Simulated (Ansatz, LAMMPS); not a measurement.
# Amorphous Si0.125Ge0.875 (72 atoms), relaxed: functionals compared

Which bonds does the relaxation leave, and how do the Kohn-Sham gap, forces and pressure change with functional?

Calculated with Ansatz 0.2.0: Kohn-Sham DFT, PBE, PAW (set soft_2), plane waves; cutoff 420 eV, Γ point, fermi-dirac smearing of 0.025 eV.

In doubt: a hybrid run on one k-point (Ansatz), which bears on gaps, levels and energies.

**The cell**

Density at the start: 4.75 g/cm³. The cell holds 72 atoms: 9 Si and 63 Ge. Its edges and angles: a = 11.906 Å, b = 11.906 Å, c = 11.906 Å, α = 90.0°, β = 90.0°, γ = 90.0°. 72 atoms (9 Si, 63 Ge) placed at random at 4.75 g/cm³, melted at 3500 K for 10 ps at fixed volume with the Tersoff potential (Tersoff, Phys. Rev. B 39, 5566 (1989)). Quenched from 3500 K to 300 K at 20 K/ps and fixed volume, annealed at 800 K for 20 ps, held 5 ps, then minimised at fixed cell.

Cell and atoms were relaxed with PBE. The walk converged after 7 steps by the program's count, with a largest force component of 0.0235 eV/Å; it began at an r.m.s. force component of 0.24 eV/Å. The edges went from 11.906, 11.906, 11.906 to 11.757, 12.131, 12.129 Å, and the volume from 23.443 to 24.016 Å³ an atom (+2.4 %).

The input of the reference single point:

```yaml
crystal:
  lattice:
    - [11.75598, 0.06023, 0.12611]
    - [0.06023, 12.13078, -0.0888]
    - [0.12611, -0.0888, 12.12758]
  atoms:
    - { symbol: Si, position: [0.11841, 0.53902, 0.20233] }
    - { symbol: Si, position: [0.65794, 0.68812, 0.12632] }
    - { symbol: Si, position: [0.88682, 0.02635, 0.40749] }
    - { symbol: Si, position: [0.81255, 0.85, 0.84052] }
    [... 66 atom lines left out ...]
    - { symbol: Ge, position: [0.56905, 0.51533, 0.37251] }
    - { symbol: Ge, position: [0.06145, 0.06724, 0.1336] }
kpoints:
  mp_grid: { grid: [1, 1, 1] }
hamiltonian:
  xc: pbe
scf:
  occupations: { method: fermi_dirac, width: 0.025 }
output:
  forces: true
  stress: true
  populations: true
  dos:
    method: { smearing: { sigma: 0.08 } }
    de: 0.05
    projected: { site_lists: { Ge: [Ge], Si: [Si] } }
  eigenvalues: true
  write_density: true
  write_potential: true
  volumetric_format: npy
```

**Bonds after relaxation**

Bonds by pair of elements; cutoffs follow the first minimum of g(r), held within bounds set by covalent radii, and pairs that aren't listed don't count as bonded:

| pair A-B | cutoff (Å) | bonds | mean length (Å) | spread (Å) | shortest (Å) | B about A | A about B |
| --- | --- | --- | --- | --- | --- | --- | --- |
| Ge-Ge | 3.12 | 114 | 2.56 | 0.113 | 2.40 | 3.62 | 3.62 |
| Ge-Si | 2.98 | 36 | 2.47 | 0.074 | 2.34 | 0.571 | 4 |

How many atoms have how many bonded neighbours:

| element | mean | 3 | 4 | 5 | 6 |
| --- | --- | --- | --- | --- | --- |
| Ge | 4.19 | 0 | 52 | 10 | 1 |
| Si | 4 | 1 | 7 | 1 | 0 |

**Levels of theory**

Single points at the relaxed geometry:

| functional | k-mesh | Kohn-Sham gap (eV) | pressure (GPa) | r.m.s. force component (eV/Å) | SCF cycles | time |
| --- | --- | --- | --- | --- | --- | --- |
| PBE | 1×1×1 | 0.312 | 0.02 | 0.008 | 13 | 42 s |
| HSE06 | 1×1×1 | 0.517 | -2.27 | 0.075 | 39 | 12 min |
| r2SCAN | 1×1×1 | 0.335 | -2.34 | 0.079 | 13 | 84 s |
| PBEsol | 1×1×1 | 0.308 | -2.52 | 0.031 | 13 | 39 s |

The gap is that between the highest filled and lowest empty Kohn-Sham level on the run's k-points. Cutoffs: 420 eV for PBE, HSE06 and PBEsol; 500 eV for r2SCAN. Times come from shared hosts and are rough.

**Findings**

By these cutoffs 83 % of Ge atoms have 4 and 78 % of Si atoms have 4 neighbours. The Kohn-Sham gap is 0.31 eV with PBE on the 1×1×1 mesh. On the 1×1×1 mesh HSE06 changes the gap by +0.20 eV against PBE. On the reference's mesh the gap changes with r2SCAN by +0.02 eV and PBEsol by under 0.01 eV. Against the reference the pressure changes with HSE06 by -2.3 GPa, r2SCAN by -2.4 GPa and PBEsol by -2.5 GPa; a negative change means a smaller volume than PBE would take.

Limits: All single points share the geometry relaxed with PBE. The volume changed by +2.4 % on relaxing; in so small a cell, on this mesh and at this cutoff, the relaxed density is rough. One sample; tail or defect levels can set the gap of a disordered cell. The quench rate of 20 K/ps is many orders above laboratory rates, so the cell is likely richer in defects and strain than a real sample. The network of bonds at the start is that of the classical potential that made the cell, and needn't be the one that DFT or experiment would give. In some runs the program notes that the band table was not solved further than the SCF left it, the gap may close elsewhere in the zone, the exchange threshold is loose for the stress and the SCF threshold is loose for the stress. Further notices: product built on unsolved table. Spin–orbit coupling is left out; it splits the top valence bands of compounds with Ge, As, Se, Sb or Te and narrows their gaps.

[Logs are printed without paths, hosts, clocks, repeated set-up lines and the standing remarks that a program may print on its own settings, such as how far it seeks lower states.]

[Hosts, paths, dates, database ids (printed as entryN), source tags and the programs' standing remarks are cut or masked in the printed files.]
